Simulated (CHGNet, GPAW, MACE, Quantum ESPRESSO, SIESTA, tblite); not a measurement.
**Be(0001) slab with a vacancy pit (68 atoms) in other programs, against a plane-wave reference**

Wanted: errors and costs of other methods on Be(0001) slab with a vacancy pit (68 atoms). A plane-wave run serves as the reference.

Calculated with Quantum ESPRESSO 7.5; Kohn-Sham DFT, PBE, SSSP efficiency 1.3.0 pseudopotentials, plane waves.

### Step 1. The structure

The cell holds 68 atoms: 68 Be. Cell: a = 6.858 Å, b = 9.144 Å, c = 20.960 Å, α = 90.0°, β = 90.0°, γ = 60.0°. It derives from Be (hcp). Hcp Be (a = 2.286 Å, c = 3.584 Å), (0001) slab of 3 repeat layers, 3 x 4 surface cells, 12 Å of vacuum; top layer removed within 2.31 Å of one point (a pit); atoms within 3.23 Å of the bottom held; every coordinate displaced by a Gaussian of 0.05 Å. Then every atom was moved at random, 0.02 Å r.m.s. a Cartesian component. Vacuum lies along c.

### Step 2. The reference run

Contents of pw.in:

```
&control
  calculation = 'scf'
  pseudo_dir = './pseudo'
  outdir = './tmp'
  disk_io = 'none'
  tprnfor = .true.
/
&system
  ibrav = 0
  nat = 68
  ntyp = 1
  ecutwfc = 45
  ecutrho = 360
  nosym = .true.
  occupations = 'smearing'
  smearing = 'fd'
  degauss = 0.003675
/
&electrons
  conv_thr = 3.4e-07
  electron_maxstep = 100
  mixing_beta = 0.2
  mixing_mode = 'local-TF'
  diagonalization = 'david'
/
ATOMIC_SPECIES
Be 9.012 Be.upf
CELL_PARAMETERS angstrom
6.85800 0.00000 0.00000
4.57200 7.91894 0.00000
0.00000 0.00000 20.96000
ATOMIC_POSITIONS crystal
Be 0.98951 0.99109 0.28340
Be 0.89795 0.16191 0.37051
Be 0.98467 0.00074 0.45579
Be 0.89324 0.16576 0.54322
Be 0.01943 0.99248 0.62731
Be 0.33422 0.99921 0.28399
Be 0.23387 0.16140 0.36889
Be 0.33735 0.00054 0.45960
Be 0.23304 0.16244 0.54368
Be 0.34030 0.99071 0.62983
Be 0.99332 0.25045 0.28545
Be 0.88975 0.41639 0.37137
[... 52 atom lines left out ...]
Be 0.67612 0.74470 0.45568
Be 0.56099 0.91726 0.53939
Be 0.66716 0.74861 0.63064
Be 0.54226 0.93171 0.71627
K_POINTS gamma
```

Launch:

```sh
$ OMP_NUM_THREADS=1 mpirun -np 4 pw.x -in pw.in > output.txt
```

What it wrote:

```text
Program PWSCF
     gamma-point specific algorithms are used
     one sub-group per band group will be used
     scalapack distributed-memory algorithm (size of sub-group:  2*  2 procs)
     Parallelization info
     sticks:   dense  smooth     PW     G-vecs:    dense   smooth      PW
     Min        1390     693    172               221438    78317    9792
     Max        1392     694    174               221448    78326    9802
     Sum        5565    2775    693               885771   313287   39189
     bravais-lattice index     =            0
     lattice parameter (alat)  =      12.9597  a.u.
     unit-cell volume          =    7681.6128 (a.u.)^3
     number of atoms/cell      =           68
     number of atomic types    =            1
     number of electrons       =       272.00
[... lines left out ...]
     scf convergence threshold =      3.4E-07
[... lines left out ...]
     number of k points=     1  Fermi-Dirac smearing, width (Ry)=  0.0037
[... lines left out ...]
     total energy              =   -1919.84584342 Ry
[... lines left out ...]
     total energy              =   -1918.47741090 Ry
[... lines left out ...]
     total energy              =   -1919.19176507 Ry
[... lines left out ...]
     c_bands:  1 eigenvalues not converged
[... lines left out ...]
     total energy              =   -1919.12310864 Ry
[... lines left out ...]
     iteration # 20     ecut=    45.00 Ry     beta= 0.20
     negative rho (up, down):  2.038E-04 0.000E+00
     total energy              =   -1919.12310889 Ry
     estimated scf accuracy    <       0.00000034 Ry
     iteration # 21     ecut=    45.00 Ry     beta= 0.20
     negative rho (up, down):  1.458E-04 0.000E+00
     End of self-consistent calculation
          k = 0.0000 0.0000 0.0000 ( 19595 PWs)   bands (ev):
   -98.9227 -98.8206 -98.7908 -98.6031 -98.5279 -98.2317 -98.2307 -98.2233
   -98.2055 -98.1916 -98.1636 -98.1382 -98.1089 -98.1049 -98.0995 -98.0755
   -98.0729 -98.0115 -97.9772 -97.9741 -97.9639 -97.9518 -97.9468 -97.9456
[...]
2.8912   3.0590   3.2124   3.3242   3.4580   3.7559   3.8558   3.9670
     4.0545   4.1084   4.2990   4.3548   4.4208   4.4990   4.6526   4.7104
     4.8139   4.9103   4.9506
     the Fermi energy is     1.5058 ev
!    total energy              =   -1919.12310898 Ry
     estimated scf accuracy    <       0.00000006 Ry
     smearing contrib. (-TS)   =      -0.01333954 Ry
     internal energy E=F+TS    =   -1919.10976944 Ry
     The total energy is F=E-TS. E is the sum of the following terms:
     one-electron contribution =   -9327.66964300 Ry
     hartree contribution      =    4383.44534144 Ry
     xc contribution           =    -344.10013405 Ry
     ewald contribution        =    3369.21466616 Ry
     convergence has been achieved in  21 iterations
     Forces acting on atoms (cartesian axes, Ry/au):
     atom    1 type  1   force =     0.05210997    0.01531174    0.00502224
     atom    2 type  1   force =     0.00296938    0.01022595    0.00736538
     atom    3 type  1   force =     0.05274122    0.00414905    0.00468981
[...]
atom   67 type  1   force =     0.00966366    0.00934134   -0.02664325
     atom   68 type  1   force =     0.02788539   -0.02441032    0.00405965
     Total force =     0.255020     Total SCF correction =     0.000462
     Message from routine punch:
     Nothing written, as per user request (disk_io='none')
```

The job ended after 84 s (4 MPI ranks of Arm Neoverse V1, shared host; peak memory 2.8 GiB; 5.6 min of CPU time).

Banners, paths, timers and routine set-up lines are dropped from the logs unmarked, and long logs keep their key lines alone; longer cuts are marked.

Numbers from this run:

- r.m.s. force component: 0.4591 eV/Å
- longest force: 1.582 eV/Å

### Step 3. Local order

Normalised to the volume that the atoms fill. Pair distribution function in bins of 0.2 Å:

| r (Å) | total |
| --- | --- |
| 2.00 | 0.14 |
| 2.20 | 5.12 |
| 2.40 | 2.15 |
| 2.60 | 0.00 |
| 2.80 | 0.00 |
| 3.00 | 0.18 |
| 3.20 | 1.35 |
| 3.40 | 0.22 |
| 3.60 | 0.30 |
| 3.80 | 1.19 |
| 4.00 | 2.31 |
| 4.20 | 1.19 |
| 4.40 | 0.57 |
| 4.60 | 0.74 |
| 4.80 | 0.04 |
| 5.00 | 0.76 |
| 5.20 | 0.86 |
| 5.40 | 0.83 |
| 5.60 | 0.76 |
| 5.80 | 0.79 |
| 6.00 | 1.89 |
| 6.20 | 0.47 |
| 6.40 | 0.40 |
| 6.60 | 0.07 |
| 6.80 | 0.66 |
| 7.00 | 1.18 |
| 7.20 | 1.04 |
| 7.40 | 0.34 |

Bonds by pair of elements; cutoffs follow the first minimum of g(r), held within bounds set by covalent radii, and pairs that aren't listed don't count as bonded (cutoffs were set anew for this text, so counts can differ from the run's own analysis):

| pair A-B | cutoff (Å) | bonds | mean length (Å) | spread (Å) | shortest (Å) | B about A | A about B |
| --- | --- | --- | --- | --- | --- | --- | --- |
| Be-Be | 2.73 | 365 | 2.26 | 0.079 | 2.05 | 10.7 | 10.7 |

How many atoms have how many bonded neighbours:

| element | mean | 6 | 7 | 8 | 9 | 10 | 11 | 12 |
| --- | --- | --- | --- | --- | --- | --- | --- | --- |
| Be | 10.7 | 2 | 2 | 4 | 13 | 2 | 5 | 40 |

### Step 4. The other programs

The programs:
- CHGNet: machine-learned potential, published weights.
- GPAW 26.7.0: PAW with atomic orbitals (LCAO), plane waves or a real-space grid of spacing h.
- MACE: machine-learned potential, published weights.
- Quantum ESPRESSO 7.5: plane waves; labels (QE) give functional, pseudopotential set and cutoffs of waves/density.
- SIESTA 5.4.2: numerical atomic orbitals, whose automatically made sets are far from complete, with PseudoDojo norm-conserving potentials that we converted to its format (checked against plane waves on the same files for H, C, O, Si, Ge and Ca alone); labels give functional, basis size, energy shift and mesh cutoff.
- tblite 0.8.0: extended tight binding, driven from Python.

All use the same cell and atoms; the electronic-structure runs use the same k-mesh, and an electronic temperature of 580 K (0.05 eV) where levels are smeared.

Differences are against the plane-wave reference, forces as r.m.s. over components; share is that over the reference's r.m.s. force, slope the least-squares factor from reference forces to these. Total energies of different programs have different zeros and aren't compared.

| run | Δ force, r.m.s. (meV/Å) | share (%) | slope | cores | CPU time | memory (GiB) |
| --- | --- | --- | --- | --- | --- | --- |
| reference | - | - | - | 4 | 5.6 min | 2.8 |
| CHGNet 0.3.0 potential | 253 | 55.2 | 0.642 | 1 | 4.6 s | 1.4 |
| CHGNet r2SCAN potential | 295 | 64.2 | 0.422 | 1 | 4.6 s | 1.4 |
| GPAW PBE, LCAO dzp, h 0.2 Å | 127 | 27.6 | 1.174 | 1 | 81 s | 0.67 |
| GPAW PBE, LCAO dzp, h 0.2 Å, other mixer settings | 127 | 27.6 | 1.173 | 1 | 2.1 min | 0.62 |
| GPAW PBE, LCAO dzp, h 0.28 Å (coarse) | 125 | 27.2 | 1.169 | 1 | 42 s | 0.32 |
| GPAW PBE, LCAO sz(dzp), h 0.2 Å (coarse) | 1994 | 434 | 1.612 | 1 | 16 s | 0.55 |
| MACE MP-0b2 small potential | 206 | 44.9 | 0.834 | 1 | 6.7 s | 0.66 |
| QE PBE, sg15-1.2, 80/320 Ry | 3.55 | 0.774 | 0.999 | 1 | 8.5 min | 1.3 |
| QE PBE, sssp-1.3.0-efficiency, 45/360 Ry, paro | 0.637 | 0.139 | 1.000 | 2 | 8.3 min | 2.7 |
| SIESTA PBE, DZ, shift 0.01 Ry, mesh 300 Ry (coarse) | 2575 | 561 | 1.913 | 1 | 57 s | 0.45 |
| SIESTA PBE, SZ, shift 0.01 Ry, mesh 300 Ry (coarse) | 8702 | 1896 | 5.153 | 1 | 19 s | 0.4 |
| tblite GFN1-xTB | 433 | 94.2 | 0.793 | 1 | 2.5 s | 0.1 |

Rows marked coarse were listed beforehand as settings not expected to be converged; some can still land near the reference.

Times of the machine-learned potentials are mostly Python's start and the loading of weights.

CPU time is summed over cores on a shared host, where runs went side by side, so it is rough. Symmetry, cutoffs, thresholds, outputs and thread counts weren't matched or tuned between programs; memory under MPI is the largest rank's times the ranks.

Runs without a result: SIESTA PBE, DZP, shift 0.01 Ry, mesh 300 Ry (stopped at the start: Generation of polarization orbital failed Stopping Program from Node:    0); SIESTA PBE, SZP, shift 0.01 Ry, mesh 300 Ry (stopped at the start: Generation of polarization orbital failed Stopping Program from Node:    0); SIESTA PBE, TZP, shift 0.01 Ry, mesh 300 Ry (stopped at the start: Generation of polarization orbital failed Stopping Program from Node:    0).

Within one program, basis, potentials and functional, energies share a zero. Each run against its twin at the usual cutoff or grid and solver:

| run | twin | Δ energy (meV/atom) | Δ force, r.m.s. (meV/Å) | CPU time over the twin's |
| --- | --- | --- | --- | --- |
| GPAW PBE, LCAO dzp, h 0.2 Å, other mixer settings | LCAO dzp, h 0.2 Å | 0 | 0.973 | 1.5 |
| GPAW PBE, LCAO dzp, h 0.28 Å | LCAO dzp, h 0.2 Å | 36.2 | 9.88 | 0.52 |
| QE PBE, sssp-1.3.0-efficiency, 45/360 Ry, paro | sssp-1.3.0-efficiency, 45/360 Ry | 0 | 0.637 | 1.5 (this twin ran on 4 cores) |

### Step 5. Results

```yaml
reference_r_m_s_force_component: 0.459 eV/Å
nearest_in_forces: QE PBE, sssp-1.3.0-efficiency, 45/360 Ry, paro, 0.14 %
farthest_in_forces: SIESTA PBE, SZ, shift 0.01 Ry, mesh 300 Ry (coarse), 1896 %
cheapest_electronic_structure_run_beside_the_reference: tblite GFN1-xTB, 2.5 s of CPU time
```

**Reading.** PBE on plane waves or a grid with other potentials, cutoffs or grids, coarse settings apart, differs from the reference by 0.77 % (QE PBE, sg15-1.2, 80/320 Ry) of the r.m.s. force; this holds the reference's own error, so differences of a few per cent don't tell which side is nearer the exact PBE result. With the reference's own potentials and cutoffs, another solver or threshold moves forces by 0.14 % (QE PBE, sssp-1.3.0-efficiency, 45/360 Ry, paro). The PBE runs in local orbitals, coarse settings apart, differ by 28 % in each run; basis, grid and potentials can all enter. Tight binding differs by 94 % (tblite GFN1-xTB); it is another model, with fitted parameters of its own, and the xTB methods hold dispersion. Machine-learned potentials differ by 45 % (MACE MP-0b2 small potential) to 64 % (CHGNet r2SCAN potential); they were trained on other programs' data, some at another functional. The reference samples few k-points for this cell, and its sampling error, which other DFT runs on the same mesh share, can be part of so large a difference. Among those trained on PBE data the slope goes as low as 0.64, with a correlation of 0.84, so directions differ as well as sizes. Runs with settings chosen to be coarse differ by 27 % (GPAW PBE, LCAO dzp, h 0.28 Å) to 1896 % (SIESTA PBE, SZ, shift 0.01 Ry, mesh 300 Ry), their programs' other errors included. Of the electronic-structure runs that take under half the reference's CPU time, GPAW PBE, LCAO dzp, h 0.28 Å is among the nearest, at 27 % in 42 s against 5.6 min. GPAW PBE, LCAO dzp, h 0.2 Å stiffens the forces by a factor of 1.17 while following their directions (correlation 0.984). In the reference: levels near the Fermi energy are neither full nor empty under the smearing, so no gap is quoted. In the reference: By these cutoffs 59 % of Be atoms have 12 bonded neighbours. Periodic xTB results under one method name differ between programs and library versions. The potentials hold different valence shells: 272 electrons in the reference, 136 in GPAW; this bears on time and differences. Machine-learned potentials mimic data converged in k, so the reference's own k-point error enters their differences. The cell is under 6 Å thick along one periodic direction, so every atom has periodic images of itself close by, which move with it and show among its neighbours and in g(r). The electronic-structure runs sample only Γ, in a cell whose shortest periodic width is 6 Å, which is coarse for a cell with partly filled levels.

[Also dropped from logs without a mark: logging warnings of Python, and SIESTA's first energy breakdown and zero terms.]

[Logs are printed without paths, hosts, clocks, repeated set-up lines and the standing remarks that a program may print on its own settings, such as how far it seeks lower states.]

[Hosts, paths, dates, database ids (printed as entryN), source tags and the programs' standing remarks are cut or masked in the printed files.]
